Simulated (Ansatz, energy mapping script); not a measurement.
# BaMnO2 in the infinite layer structure: exchange couplings from total energies, part 2 of 3

Wanted: the magnetic order of BaMnO2 in the infinite layer structure, its couplings and an estimate of its ordering temperature, by PBE+U (1.32 eV).

PBE with U = 1.32 eV on Mn d, ortho-atomic projectors; plane waves, U on orthogonalised atomic orbitals unless named otherwise, collinear spin, no spin–orbit coupling.

So far. Step 4 (Run 1 (parallel; cell A, 8 atoms)): The run ends ferromagnetic.

### 5. Run 2 (compensated +−; cell A, 8 atoms)

This order reverses 2 of the 2 neighbours at 3.71 Å, 2 of the 4 neighbours at 4.13 Å and 4 of the 8 neighbours at 5.55 Å, counted for an average magnetic atom.

File input.yaml:

```yaml
crystal:
  lattice:
    - [4.127187672, 0.0, 0.0]
    - [0.0, 4.127187672, 3.714721928]
    - [0.0, -4.127187672, 3.714721928]
  atoms:
    - { symbol: Ba, position: [0.5, 0.5, 0.0] }
    - { symbol: Ba, position: [0.5, 0.0, 0.5] }
    - { symbol: Mn, position: [0.0, 0.0, 0.0], spin: 4.5 }
    - { symbol: Mn, position: [0.0, 0.5, 0.5], spin: -4.5 }
    - { symbol: O, position: [0.5, 0.0, 0.0] }
    - { symbol: O, position: [0.5, 0.5, 0.5] }
    - { symbol: O, position: [0.0, 0.25, 0.75] }
    - { symbol: O, position: [0.0, 0.75, 0.25] }
magnetization:
  spin_polarized: true
kpoints:
  mp_grid: { grid: [10, 7, 7] }
hamiltonian:
  xc: pbe
  hubbard:
    sites:
      - { species: Mn, l: d, u_eff: 1.32 }
      - { site: 2, l: d, u_eff: 1.32, starting_ns: [{ spin: up, occupation_matrix: mn2_major }, { spin: down, occupation_matrix: mn2_minor }] }
      - { site: 3, l: d, u_eff: 1.32, starting_ns: [{ spin: up, occupation_matrix: mn2_minor }, { spin: down, occupation_matrix: mn2_major }] }
    projectors: ortho-atomic
    occupation_matrices:
      mn2_major:
        matrix:
          - [0.936, 0.0, 0.0, 0.0, 0.0]
          - [0.0, 0.995, 0.0, 0.0, 0.0]
          - [0.0, 0.0, 0.995, 0.0, 0.0]
          - [0.0, 0.0, 0.0, 0.752, 0.0]
          - [0.0, 0.0, 0.0, 0.0, 0.997]
      mn2_minor:
        matrix:
          - [0.321, 0.0, 0.0, 0.0, 0.0]
          - [0.0, 0.062, 0.0, 0.0, 0.0]
          - [0.0, 0.0, 0.062, 0.0, 0.0]
          - [0.0, 0.0, 0.0, 0.203, 0.0]
          - [0.0, 0.0, 0.0, 0.0, 0.098]
scf:
  occupations: { method: fermi_dirac, width: 0.05 }
output:
  eigenvalues: true
  write_density: true
  write_potential: true
  elf: true
  volumetric_format: npy
```

Started as:

```console
$ ansatz run input.yaml --threads 4 --pin off --max-ram 8192MiB --backend cpu --events-out ev --progress --plain --runs-dir out
```

Numbers of over 12 decimals in the logs are rounded to 6 here.

The log of the run:

```text
[...]
Crystal: 8 atoms, lattice volume = 126.551 Å³
Basis set: ecut = 420 eV, 2477 PW (Γ)
Bands: 50, of which v1, the nominal top of the filled ones, is band 37 counted from 1 (36 counted from 0)
Symmetry: 8 space group operations
[...]
k-points: 96 of 490
[...]
Starting moments: Σ|m| = 9 μB on 2 of 8 sites
Starting magnetic order: antiferromagnet; a translation exchanges its spin sublattices: spin-degenerate at every k-point
[...]
SCF iter   1: F=—  HF=-21973.465919 eV  |F-HF|=—  |Δ(HF+E_count)|=         —  Δρ=7.72e-2 (↑7.72e-2 ↓7.72e-2)  dr2=2.34e1  dr2_m=9.38e-1  M=0.000 μB ∫|m|=7.777 μB  β_m=0.30  ethr=3.10e-3  ⟨swp⟩=7.4  Hψ=20859  notcnv=0  defer=67
[...]
SCF iter  22: F=-21970.929899 eV  HF=-21970.929899 eV  |F-HF|=2.78e-8  |Δ(HF+E_count)|=   4.65e-8  Δρ=3.08e-6 (↑3.08e-6 ↓3.08e-6)  dr2=4.62e-8  dr2_m=2.23e-10  M=0.000 μB ∫|m|=8.358 μB  ethr=1.35e-10  ⟨swp⟩=11.0  Hψ=23217  notcnv=0
SCF 1 converged in 22 iterations: F = -21970.929899 eV  dr2 = 4.62e-8
[...]
SCF converged after 22 iterations
Magnetization: 0.0000 μB (37.0000 up, 37.0000 down)
Absolute magnetization: 8.3682 μB (∫|ρ↑−ρ↓|, with the PAW one-centre terms)
[...]
Per-site moments (μB) at R_I (Å): [(-1.6678621361919008e-16, 1.145251), (1.6678621361919008e-16, 1.145251), (3.434836, 0.851232), (-3.434836, 0.851232), (0.027003, 0.851232), (-0.027003, 0.851232), (-1.736531707403872e-17, 0.851232), (3.1803003868487142e-18, 0.851232)]
Free energy (F): -21970.929899 eV
[...]
Internal energy: -21970.894848 eV  (E = F + TS)
E sigma→0 (E₀):  -21970.912374 eV
Entropy (-TS):   -0.035051 eV (-4.381 meV/atom)
Fermi energy:    10.998866 eV
[...]
--- Specified on-site occupations, and those of the state reported ---
  electrons in the specified blocks: 10.8420 specified, 10.8173 found
[...]
--- Band table (eV; the first three rows and the last of 192) ---
  k-point 0 ↑: bands = [... 33 lower, 8.7895, 8.9080, 8.9665, 9.6592, 10.7077, 12.0939, 12.7442, 12.8232, ... 9 higher]
  k-point 1 ↑: bands = [... 33 lower, 8.7161, 8.8419, 8.9389, 9.7256, 10.7941, 12.1265, 12.7460, 12.7841, ... 9 higher]
  k-point 2 ↑: bands = [... 33 lower, 8.6250, 8.7428, 8.9989, 9.8529, 10.9395, 12.1988, 12.7353, 12.7530, ... 9 higher]
  k-point 95 ↓: bands = [... 33 lower, 9.0974, 9.2123, 9.2501, 11.1355, 11.6508, 12.4339, 13.3256, 13.4160, ... 9 higher]
Occupation matrices written to <dir>
```

Run time: 26 s. Hardware: 4 threads of Arm Neoverse V1, shared host; peak memory 1.2 GiB.

Spin moment in the sphere by atom:

| atom | spin moment in the sphere (μB) |
| --- | --- |
| Ba1 | 0.00 |
| Ba2 | 0.00 |
| Mn3 | 3.43 |
| Mn4 | -3.43 |
| O5 | 0.03 |
| O6 | -0.03 |
| O7 | 0.00 |
| O8 | 0.00 |

The run ends antiferromagnetic, 174.41 meV a magnetic atom above the parallel order of its cell (energies taken at zero occupation width, not the printed F).

Spin density in the ac plane at fractional y = 0.000, with atoms of Ba and Mn and O within 0.2 Å of it.

Values in e/Å³, 18 rows by 14 columns, each cell a mean:
```
 4.8  2.8  0.6  0.1  0.0 -0.1  0.0  0.1 -0.1  0.0  0.0  0.2  1.2  3.5
 1.6  1.1  0.3  0.1  0.0  0.0  0.0  0.1  0.0  0.0  0.0  0.1  0.6  1.2
 0.3  0.2  0.1  0.0  0.0  0.0  0.0  0.0  0.0  0.0  0.0  0.1  0.1  0.2
 0.1  0.1  0.0  0.0  0.0  0.0  0.0  0.0  0.0  0.0  0.0  0.0  0.0  0.1
 0.0  0.0  0.0  0.0  0.0  0.0  0.0  0.0  0.0  0.0  0.0  0.0  0.0  0.0
 0.0  0.0  0.0  0.0  0.0  0.0  0.0  0.0  0.0  0.0  0.0  0.0  0.0  0.0
 0.0  0.0  0.0  0.0  0.0  0.0  0.0  0.0  0.0  0.0  0.0  0.0  0.0  0.0
 0.0  0.0  0.0  0.0  0.0  0.0  0.0  0.0  0.0  0.0  0.0  0.0  0.0  0.0
 0.0  0.0  0.0  0.0  0.0  0.0  0.0  0.0  0.0  0.0  0.0  0.0  0.0  0.0
 0.0  0.0  0.0  0.0  0.0  0.0  0.0  0.0  0.0  0.0  0.0  0.0  0.0  0.0
 0.0  0.0  0.0  0.0  0.0  0.0  0.0  0.0  0.0  0.0  0.0  0.0  0.0  0.0
 0.0  0.0  0.0  0.0  0.0  0.0  0.0  0.0  0.0  0.0  0.0  0.0  0.0  0.0
 0.0  0.0  0.0  0.0  0.0  0.0  0.0  0.0  0.0  0.0  0.0  0.0  0.0  0.0
 0.0  0.0  0.0  0.0  0.0  0.0  0.0  0.0  0.0  0.0  0.0  0.0  0.0  0.0
 0.2  0.1  0.1  0.0  0.0  0.0  0.0  0.0  0.0  0.0  0.0  0.0  0.1  0.2
 0.8  0.6  0.2  0.1  0.0  0.0  0.0  0.0  0.0  0.0  0.0  0.1  0.3  0.6
 3.7  2.2  0.5  0.1  0.0  0.0  0.0  0.1  0.0  0.0  0.0  0.2  1.0  2.7
 6.9  3.8  0.6  0.1  0.0 -0.1 -0.1  0.0 -0.1 -0.1  0.0  0.2  1.5  4.8
```
Columns run along a (4.1 Å), rows up along c (5.6 Å). Atoms in or near the plane, at fractional coordinates: Ba at (0.50, 0.50), Mn at (0.00, 0.00), O at (0.50, 0.00).

ELF in the ac plane at fractional y = 0.000, with atoms of Ba and Mn and O within 0.2 Å of it. It is the smooth field of the valence electrons, not physical close to the nuclei.

Ten even steps from '_' (0.01) to '@' (0.88), each cell a mean:
```
@@%%==..**%%##**%%%%--..++%%
**++::..++%%@@@@@@##--..--++
::......::++**##**==..__..::
....______..::::....____....
....____..::----::..____....
....__..==##%%%%%%##--..__..
____..==%%@@@@%%@@@@##::____
____::**@@%%--::++@@@@++____
____::##@@**____::%%@@**..__
____::##@@##..__--%%@@**____
____..++@@@@##**%%@@%%==____
..____::**%%@@@@@@%%==..__..
....____::==++++++--..____..
....________......______....
......__..--++++==--..__....
==--....==##@@@@%%**::..::==
%%##--..++%%%%##%%%%--..++##
@@%%==..**%%++--##%%==::**@@
```
Columns run along a (4.1 Å), rows up along c (5.6 Å). Atoms in or near the plane, at fractional coordinates: Ba at (0.50, 0.50), Mn at (0.00, 0.00), O at (0.50, 0.00).

### 6. Parallel start in cell B (8 atoms)

The parallel order again, as the reference for this cell.

This run holds the same structure in another cell (a 4.127 → 3.715 Å, b 5.553 → 4.127 Å, c 5.553 → 8.254 Å, α 96.0 → 90.0°).

File input.yaml:

```yaml
crystal:
  lattice:
    - [0.0, 0.0, 3.714721928]
    - [4.127187672, 0.0, 0.0]
    - [0.0, 8.254375344, 0.0]
  atoms:
    - { symbol: Ba, position: [0.5, 0.5, 0.25] }
    - { symbol: Ba, position: [0.5, 0.5, 0.75] }
    - { symbol: Mn, position: [0.0, 0.0, 0.0], spin: 4.5 }
    - { symbol: Mn, position: [0.0, 0.0, 0.5], spin: 4.5 }
    - { symbol: O, position: [0.0, 0.5, 0.0] }
    - { symbol: O, position: [0.0, 0.5, 0.5] }
    - { symbol: O, position: [0.0, 0.0, 0.25] }
    - { symbol: O, position: [0.0, 0.0, 0.75] }
magnetization:
  spin_polarized: true
kpoints:
  mp_grid: { grid: [11, 10, 5] }
hamiltonian:
  xc: pbe
  hubbard:
    sites:
      - { species: Mn, l: d, u_eff: 1.32 }
      - { site: 2, l: d, u_eff: 1.32, starting_ns: [{ spin: up, occupation_matrix: mn2_major }, { spin: down, occupation_matrix: mn2_minor }] }
      - { site: 3, l: d, u_eff: 1.32, starting_ns: [{ spin: up, occupation_matrix: mn2_major }, { spin: down, occupation_matrix: mn2_minor }] }
    projectors: ortho-atomic
    occupation_matrices:
      mn2_major:
        matrix:
          - [0.936, 0.0, 0.0, 0.0, 0.0]
          - [0.0, 0.995, 0.0, 0.0, 0.0]
          - [0.0, 0.0, 0.995, 0.0, 0.0]
          - [0.0, 0.0, 0.0, 0.752, 0.0]
          - [0.0, 0.0, 0.0, 0.0, 0.997]
      mn2_minor:
        matrix:
          - [0.321, 0.0, 0.0, 0.0, 0.0]
          - [0.0, 0.062, 0.0, 0.0, 0.0]
          - [0.0, 0.0, 0.062, 0.0, 0.0]
          - [0.0, 0.0, 0.0, 0.203, 0.0]
          - [0.0, 0.0, 0.0, 0.0, 0.098]
scf:
  occupations: { method: fermi_dirac, width: 0.05 }
output:
  eigenvalues: true
```

The log of the run:

```text
[...]
Crystal: 8 atoms, lattice volume = 126.551 Å³
Basis set: ecut = 420 eV, 2479 PW (Γ)
Bands: 50, of which v1, the nominal top of the filled ones, is band 37 counted from 1 (36 counted from 0)
Symmetry: 16 space group operations
[...]
k-points: 108 of 550
[...]
Starting moments: Σ|m| = 9 μB on 2 of 8 sites
[...]
k-point 0 ↑: bands = [... 33 lower, 7.5703, 8.2864, 8.3198, 8.9049, 8.9049, 9.0794, 9.5810, 9.6344, ... 9 higher]
  k-point 1 ↑: bands = [... 33 lower, 7.6513, 8.2202, 8.5103, 8.5978, 8.9937, 9.4130, 9.4895, 9.5766, ... 9 higher]
  k-point 2 ↑: bands = [... 33 lower, 7.8893, 8.0244, 8.2283, 8.8816, 9.1986, 9.2371, 9.4172, 9.7566, ... 9 higher]
  k-point 107 ↓: bands = [... 33 lower, 11.4318, 12.4430, 12.5297, 13.3201, 13.3341, 13.3346, 13.4110, 13.5358, ... 9 higher]
Occupation matrices written to <dir>
[key lines of the parts left out:]
SCF converged after 21 iterations
Magnetization: 8.0504 μB (41.0252 up, 32.9748 down)
Free energy (F): -21971.271602 eV
Fermi energy:    10.765521 eV
```

Elapsed: 50 s, on 4 threads; peak memory 1.3 GiB; 3.2 min of CPU time.

The run ends ferromagnetic. For each magnetic atom its energy differs from the parallel run of the first cell by -1.66 meV, an error that one common reference would have brought in.

### 7. Compensated +− start in cell B (8 atoms)

This order reverses 0 of the 2 neighbours at 3.71 Å, 2 of the 4 neighbours at 4.13 Å and 4 of the 8 neighbours at 5.55 Å, counted for an average magnetic atom.

Changes to input.yaml since step 6:

```diff
@@ -9,3 +9,3 @@
     - { symbol: Mn, position: [0.0, 0.0, 0.0], spin: 4.5 }
-    - { symbol: Mn, position: [0.0, 0.0, 0.5], spin: 4.5 }
+    - { symbol: Mn, position: [0.0, 0.0, 0.5], spin: -4.5 }
     - { symbol: O, position: [0.0, 0.5, 0.0] }
@@ -24,3 +24,3 @@
       - { site: 2, l: d, u_eff: 1.32, starting_ns: [{ spin: up, occupation_matrix: mn2_major }, { spin: down, occupation_matrix: mn2_minor }] }
-      - { site: 3, l: d, u_eff: 1.32, starting_ns: [{ spin: up, occupation_matrix: mn2_major }, { spin: down, occupation_matrix: mn2_minor }] }
+      - { site: 3, l: d, u_eff: 1.32, starting_ns: [{ spin: up, occupation_matrix: mn2_minor }, { spin: down, occupation_matrix: mn2_major }] }
     projectors: ortho-atomic
```

The log of the run:

```text
[...]
Crystal: 8 atoms, lattice volume = 126.551 Å³
Basis set: ecut = 420 eV, 2479 PW (Γ)
Bands: 50, of which v1, the nominal top of the filled ones, is band 37 counted from 1 (36 counted from 0)
Symmetry: 8 space group operations
[...]
k-points: 108 of 550
[...]
Starting moments: Σ|m| = 9 μB on 2 of 8 sites
[...]
k-point 0 ↑: bands = [... 33 lower, 8.8990, 8.9013, 8.9187, 9.7122, 9.8503, 12.4377, 12.5721, 12.6823, ... 9 higher]
  k-point 1 ↑: bands = [... 33 lower, 8.6904, 8.9819, 9.1064, 9.8076, 9.8775, 12.5223, 12.5720, 12.6677, ... 9 higher]
  k-point 2 ↑: bands = [... 33 lower, 8.4910, 9.0668, 9.2444, 9.8974, 9.9215, 12.5718, 12.6441, 12.6777, ... 9 higher]
  k-point 107 ↓: bands = [... 33 lower, 8.9621, 9.3625, 9.6497, 11.1859, 11.8540, 11.8654, 12.5308, 13.2482, ... 9 higher]
Occupation matrices written to <dir>
[key lines of the parts left out:]
SCF converged after 23 iterations
Magnetization: 0.0000 μB (37.0000 up, 37.0000 down)
Free energy (F): -21971.191939 eV
Fermi energy:    10.886240 eV
```

Run time: 27 s. Hardware: 4 threads; peak memory 1.2 GiB.

The run ends antiferromagnetic, 40.48 meV a magnetic atom above the parallel order of its cell (energies taken at zero occupation width, not the printed F).

### 8. Run 5 (parallel; cell C, 8 atoms)

A new cell needs its own zero of energy.

This run holds the same structure in another cell (b 4.127 → 5.837 Å, c 8.254 → 5.837 Å).

File input.yaml:

```yaml
crystal:
  lattice:
    - [0.0, 0.0, -3.714721928]
    - [4.127187672, 4.127187672, 0.0]
    - [4.127187672, -4.127187672, 0.0]
  atoms:
    - { symbol: Ba, position: [0.5, 0.5, 0.0] }
    - { symbol: Ba, position: [0.5, 0.0, 0.5] }
    - { symbol: Mn, position: [0.0, 0.0, 0.0], spin: 4.5 }
    - { symbol: Mn, position: [0.0, 0.5, 0.5], spin: 4.5 }
    - { symbol: O, position: [0.0, 0.25, 0.25] }
    - { symbol: O, position: [0.0, 0.75, 0.75] }
    - { symbol: O, position: [0.0, 0.25, 0.75] }
    - { symbol: O, position: [0.0, 0.75, 0.25] }
magnetization:
  spin_polarized: true
kpoints:
  mp_grid: { grid: [11, 7, 7] }
hamiltonian:
  xc: pbe
  hubbard:
    sites:
      - { species: Mn, l: d, u_eff: 1.32 }
      - { site: 2, l: d, u_eff: 1.32, starting_ns: [{ spin: up, occupation_matrix: mn2_major }, { spin: down, occupation_matrix: mn2_minor }] }
      - { site: 3, l: d, u_eff: 1.32, starting_ns: [{ spin: up, occupation_matrix: mn2_major }, { spin: down, occupation_matrix: mn2_minor }] }
    projectors: ortho-atomic
    occupation_matrices:
      mn2_major:
        matrix:
          - [0.936, 0.0, 0.0, 0.0, 0.0]
          - [0.0, 0.995, 0.0, 0.0, 0.0]
          - [0.0, 0.0, 0.995, 0.0, 0.0]
          - [0.0, 0.0, 0.0, 0.752, 0.0]
          - [0.0, 0.0, 0.0, 0.0, 0.997]
      mn2_minor:
        matrix:
          - [0.321, 0.0, 0.0, 0.0, 0.0]
          - [0.0, 0.062, 0.0, 0.0, 0.0]
          - [0.0, 0.0, 0.062, 0.0, 0.0]
          - [0.0, 0.0, 0.0, 0.203, 0.0]
          - [0.0, 0.0, 0.0, 0.0, 0.098]
scf:
  occupations: { method: fermi_dirac, width: 0.05 }
output:
  eigenvalues: true
```

The log of the run:

```text
[...]
Crystal: 8 atoms, lattice volume = 126.551 Å³
Basis set: ecut = 420 eV, 2481 PW (Γ)
Bands: 50, of which v1, the nominal top of the filled ones, is band 37 counted from 1 (36 counted from 0)
Symmetry: 32 space group operations
[...]
k-points: 60 of 539
[...]
Starting moments: Σ|m| = 9 μB on 2 of 8 sites
[...]
k-point 0 ↑: bands = [... 33 lower, 8.3087, 8.8911, 8.8911, 9.0563, 9.0839, 9.2458, 9.3164, 9.3164, ... 9 higher]
  k-point 1 ↑: bands = [... 33 lower, 8.4280, 8.7008, 8.8256, 9.0140, 9.2150, 9.2529, 9.2888, 9.4941, ... 9 higher]
  k-point 2 ↑: bands = [... 33 lower, 8.6243, 8.6573, 8.7828, 8.9050, 9.0820, 9.1263, 9.2062, 10.1379, ... 9 higher]
  k-point 59 ↓: bands = [... 33 lower, 11.8104, 12.2624, 12.2871, 13.2005, 13.2923, 13.3072, 13.3737, 13.5872, ... 9 higher]
Occupation matrices written to <dir>
[key lines of the parts left out:]
SCF converged after 20 iterations
Magnetization: 7.9608 μB (40.9804 up, 33.0196 down)
Free energy (F): -21971.266303 eV
Fermi energy:    10.793137 eV
```

It took 26 s on 4 threads; peak memory 0.93 GiB.

The run ends ferromagnetic. For each magnetic atom its energy differs from the parallel run of the first cell by 1.17 meV, an error that one common reference would have brought in.

### 9. Order 6: compensated +−, cell C of 8 atoms

This order reverses 0 of the 2 neighbours at 3.71 Å, 4 of the 4 neighbours at 4.13 Å and 8 of the 8 neighbours at 5.55 Å, counted for an average magnetic atom.

Changes to input.yaml since step 8:

```diff
@@ -9,3 +9,3 @@
     - { symbol: Mn, position: [0.0, 0.0, 0.0], spin: 4.5 }
-    - { symbol: Mn, position: [0.0, 0.5, 0.5], spin: 4.5 }
+    - { symbol: Mn, position: [0.0, 0.5, 0.5], spin: -4.5 }
     - { symbol: O, position: [0.0, 0.25, 0.25] }
@@ -24,3 +24,3 @@
       - { site: 2, l: d, u_eff: 1.32, starting_ns: [{ spin: up, occupation_matrix: mn2_major }, { spin: down, occupation_matrix: mn2_minor }] }
-      - { site: 3, l: d, u_eff: 1.32, starting_ns: [{ spin: up, occupation_matrix: mn2_major }, { spin: down, occupation_matrix: mn2_minor }] }
+      - { site: 3, l: d, u_eff: 1.32, starting_ns: [{ spin: up, occupation_matrix: mn2_minor }, { spin: down, occupation_matrix: mn2_major }] }
     projectors: ortho-atomic
```

The log of the run:

```text
[...]
Crystal: 8 atoms, lattice volume = 126.551 Å³
Basis set: ecut = 420 eV, 2481 PW (Γ)
Bands: 50, of which v1, the nominal top of the filled ones, is band 37 counted from 1 (36 counted from 0)
Symmetry: 16 space group operations
[...]
k-points: 60 of 539
[...]
Starting moments: Σ|m| = 9 μB on 2 of 8 sites
[...]
k-point 1 ↑: bands = [... 33 lower, 8.8117, 8.8532, 9.0119, 9.6678, 10.7342, 12.6277, 12.8221, 12.9469, ... 9 higher]
  k-point 2 ↑: bands = [... 33 lower, 8.8781, 8.9081, 8.9194, 9.8644, 11.0335, 12.8326, 12.9007, 12.9673, ... 9 higher]
  k-point 59 ↓: bands = [... 33 lower, 8.6838, 8.7167, 9.2132, 10.6683, 12.1537, 12.3901, 12.4983, 13.1792, ... 9 higher]
Occupation matrices written to <dir>
[key lines of the parts left out:]
SCF converged after 24 iterations
Magnetization: 0.0000 μB (37.0000 up, 37.0000 down)
Free energy (F): -21970.952087 eV
Fermi energy:    10.901763 eV
```

It took 15 s on 4 threads; peak memory 0.91 GiB; 57 s of CPU time.

The run ends antiferromagnetic, 163.60 meV a magnetic atom above the parallel order of its cell (energies taken at zero occupation width, not the printed F).

[end of part 2 of 3]

[Logs and program files are shortened in this print: banners, set-up blocks, solver, clock and traceback lines can be left out without a mark of their own.]

[Logs are printed without paths, hosts, clocks, repeated set-up lines and the standing remarks that a program may print on its own settings, such as how far it seeks lower states.]

[Hosts, paths, dates, database ids (printed as entryN), source tags and the programs' standing remarks are cut or masked in the printed files.]

[Where a cell is said to come from a database of computed structures, the database is the Materials Project.]
